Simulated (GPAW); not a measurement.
# MnHg: a list in the functional, part 2 of 2

How far do the magnetic results of MnHg hang on the functional?

GPAW 26.7.0; several functionals; plane waves with GPAW's PAW setups, scalar-relativistic.

So far, largest spin moment in the augmentation sphere (μB): step 2 (rung 1 (LDA), start ferro +) 3.56; step 3 (rung 1 (LDA), start antiferro q=(0,1/2,1/2) +-) 3.58; step 6 (rung 3 (PBE), start ferro +) 3.72; step 7 (rung 3 (PBE), start antiferro q=(0,1/2,1/2) +-) 3.70; step 8 (rung 4 (RPBE), start ferro +) 3.76.

### Step 9. Set 4 (RPBE), start antiferro q=(0,1/2,1/2) +-

Level of this step: RPBE; plane waves with GPAW's PAW setups, scalar-relativistic (GPAW).

Contents of order2.py:

```python
import json
import numpy as np
from ase import Atoms
from ase.parallel import paropen, parprint
from gpaw import GPAW

atoms = Atoms(['Mn', 'Mn', 'Hg', 'Hg'],
    cell=[[3.315, 0.0, 0.0],
         [0.0, 6.63, 0.0],
         [0.0, 3.315, 3.315]],
    scaled_positions=[[0.5, 0.0, 0.5],
         [0.5, 0.5, 0.5],
         [0.0, 0.0, 0.0],
         [0.0, 0.5, 0.0]],
    pbc=True,
    magmoms=[3.5, -3.5, 0.0, 0.0])
atoms.calc = GPAW(mode={'name': 'pw', 'ecut': 550},
    xc='RPBE',
    kpts={'size': (8, 4, 8), 'gamma': True},
    occupations={'name': 'fermi-dirac', 'width': 0.05},
    convergence={'density': 1e-05, 'energy': 1e-05},
    maxiter=200,
    txt='order2.txt')
e = atoms.get_potential_energy(force_consistent=True)
res = {'free_energy': e, 'energy_sigma0': atoms.get_potential_energy(), 'fermi_energy': atoms.calc.get_fermi_level()}
res['moments'] = atoms.get_magnetic_moments().tolist()
res['total'] = atoms.get_magnetic_moment()
parprint('site moments (muB):', np.round(res['moments'], 3))
parprint(f"total moment: {res['total']:.3f} muB")
parprint(f'free energy: {e:.6f} eV')
atoms.calc.write('order2.gpw')
with paropen('results.json', 'w') as f:
    json.dump(res, f)
```

Run with:

```sh
$ OMP_NUM_THREADS=1 python3 order2.py > order2.log
```

The program printed:

```text
site moments (muB): [ 3.737 -3.737  0.    -0.   ]
total moment: 0.000 muB
free energy: -18.037594 eV

--- order2.txt ---
Input parameters:
  mode=PW(ecut=550),
  convergence={'density': 1e-05, 'energy': 1e-05},
  kpts=MonkhorstPack(size=(8, 4, 8), gamma=True),
  maxiter=200,
  occupations=Occupations(name='fermi-dirac', width=0.05),
  xc=XC(name='RPBE')

Diagonalizing LCAO Hamiltonian
Converting LCAO to pw mode

[...]
|         28 |         6.516 |     1.000 |         6.516 |     1.000 |
[...]
|         38 |        12.336 |     0.000 |        12.336 |     0.000 |
|         39 |        13.558 |     0.000 |        13.558 |     0.000 |
|         40 |        13.577 |     0.000 |        13.577 |     0.000 |
|        ... |               |           |               |           |
|         43 |        21.010 |     0.000 |        21.010 |     0.000 |

No gap
No difference between direct/indirect transitions


[key lines of the parts left out:]
Free energy:     -18.037594
Converged in 13 steps
dipole moment: (-23.175875, -60.953766, -23.175875)  # |e|*Ang
Fermi level: 8.508
```

Wall time 6.3 min (1 MPI rank of Arm Neoverse V2, shared host); peak memory 0.5 GiB.

Numbers from this step:

```
magnetization  : 0 μB
final state    : antiferromagnetic
largest moment : 3.737 μB
```

This start lies +73.0 meV a seeded atom from the first, a change of +0.9 meV since set 3; its largest moment is 3.74 μB.

### Step 10. Set 5 (BLYP), start ferro +

Contents of order1.py:

```python
import json
import numpy as np
from ase import Atoms
from ase.parallel import paropen, parprint
from gpaw import GPAW

atoms = Atoms(['Mn', 'Hg'],
    cell=[[3.315, 0.0, 0.0],
         [0.0, 3.315, 0.0],
         [0.0, 0.0, 3.315]],
    scaled_positions=[[0.5, 0.5, 0.5],
         [0.0, 0.0, 0.0]],
    pbc=True,
    magmoms=[3.5, 0.0])
atoms.calc = GPAW(mode={'name': 'pw', 'ecut': 550},
    xc='BLYP',
    kpts={'size': (8, 8, 8), 'gamma': True},
    occupations={'name': 'fermi-dirac', 'width': 0.05},
    convergence={'density': 1e-05, 'energy': 1e-05},
    maxiter=200,
    txt='order1.txt')
e = atoms.get_potential_energy(force_consistent=True)
res = {'free_energy': e, 'energy_sigma0': atoms.get_potential_energy(), 'fermi_energy': atoms.calc.get_fermi_level()}
res['moments'] = atoms.get_magnetic_moments().tolist()
res['total'] = atoms.get_magnetic_moment()
parprint('site moments (muB):', np.round(res['moments'], 3))
parprint(f"total moment: {res['total']:.3f} muB")
parprint(f'free energy: {e:.6f} eV')
atoms.calc.write('order1.gpw')
with paropen('results.json', 'w') as f:
    json.dump(res, f)
```

Run with:

```sh
$ OMP_NUM_THREADS=1 python3 order1.py > order1.log
```

The program printed:

```text
FileNotFoundError: Could not find required PAW dataset file "Mn.BLYP".
You need to set the GPAW_SETUP_PATH environment variable to point to
the directories where PAW dataset and basis files are stored.  See

--- order1.txt ---
Input parameters:
  mode=PW(ecut=550),
  convergence={'density': 1e-05, 'energy': 1e-05},
  kpts=MonkhorstPack(size=(8, 8, 8), gamma=True),
  maxiter=200,
  occupations=Occupations(name='fermi-dirac', width=0.05),
  xc=XC(name='BLYP')
```

Wall time 1.1 s (1 MPI rank); peak memory 0.1 GiB.

The input was rejected at the start.

The program's message: “FileNotFoundError: Could not find required PAW dataset file "Mn.BLYP".”

### Step 11. Set 5 (BLYP), start antiferro q=(0,1/2,1/2) +-

order2.py is the script of step 9 with these lines changed:

```diff
@@ -17,3 +17,3 @@
 atoms.calc = GPAW(mode={'name': 'pw', 'ecut': 550},
-    xc='RPBE',
+    xc='BLYP',
     kpts={'size': (8, 4, 8), 'gamma': True},
```

Run with:

```sh
$ OMP_NUM_THREADS=1 python3 order2.py > order2.log
```

The program printed:

```text
FileNotFoundError: Could not find required PAW dataset file "Mn.BLYP".
You need to set the GPAW_SETUP_PATH environment variable to point to
the directories where PAW dataset and basis files are stored.  See

--- order2.txt ---
Input parameters:
  mode=PW(ecut=550),
  convergence={'density': 1e-05, 'energy': 1e-05},
  kpts=MonkhorstPack(size=(8, 4, 8), gamma=True),
  maxiter=200,
  occupations=Occupations(name='fermi-dirac', width=0.05),
  xc=XC(name='BLYP')
```

Run time: 1.1 s. Hardware: 1 MPI rank; peak memory 0.1 GiB.

The program refused the input before any cycle.

The program's message: “FileNotFoundError: Could not find required PAW dataset file "Mn.BLYP".”

### Step 12. The sets together

List, by row:

```csv
set,functional,state from the first start,state from the second start,second less first (meV a seeded atom),"moment, first (μB)","moment, second (μB)",CPU time (s)
1,LDA,ferromagnetic,antiferromagnetic,72.77,3.56,3.585,378.9
3,PBE,ferromagnetic,antiferromagnetic,72.09,3.716,3.696,394.5
4,RPBE,ferromagnetic,antiferromagnetic,73.04,3.756,3.737,417.2
```

### Step 13. What came out

```
range of the moment in the table, first start : 3.56 to 3.76 μB
range of CPU time                             : 6.3 min to 7 min
range of the energy difference                : 72.1 to 73.0 meV a seeded atom
```

What this shows: For the first start the functionals give moments from 3.56 to 3.76 μB and energy differences from 72.1 to 73.0 meV a seeded atom, so the energy difference hardly hangs on the functional; all use the same cell, so differences in their own lattice constants don't enter. The first start ends lower on every set of the table. Sets 2 and 5 gave no pair of finished runs and are missing from the table.

[Logs and program files are shortened in this print: banners, set-up blocks, solver, clock and traceback lines can be left out without a mark of their own.]

[Logs are printed without paths, hosts, clocks, repeated set-up lines and the standing remarks that a program may print on its own settings, such as how far it seeks lower states.]

[Hosts, paths, dates, database ids (printed as entryN), source tags and the programs' standing remarks are cut or masked in the printed files.]

[Where a cell is said to come from a database of computed structures, the database is the Materials Project.]
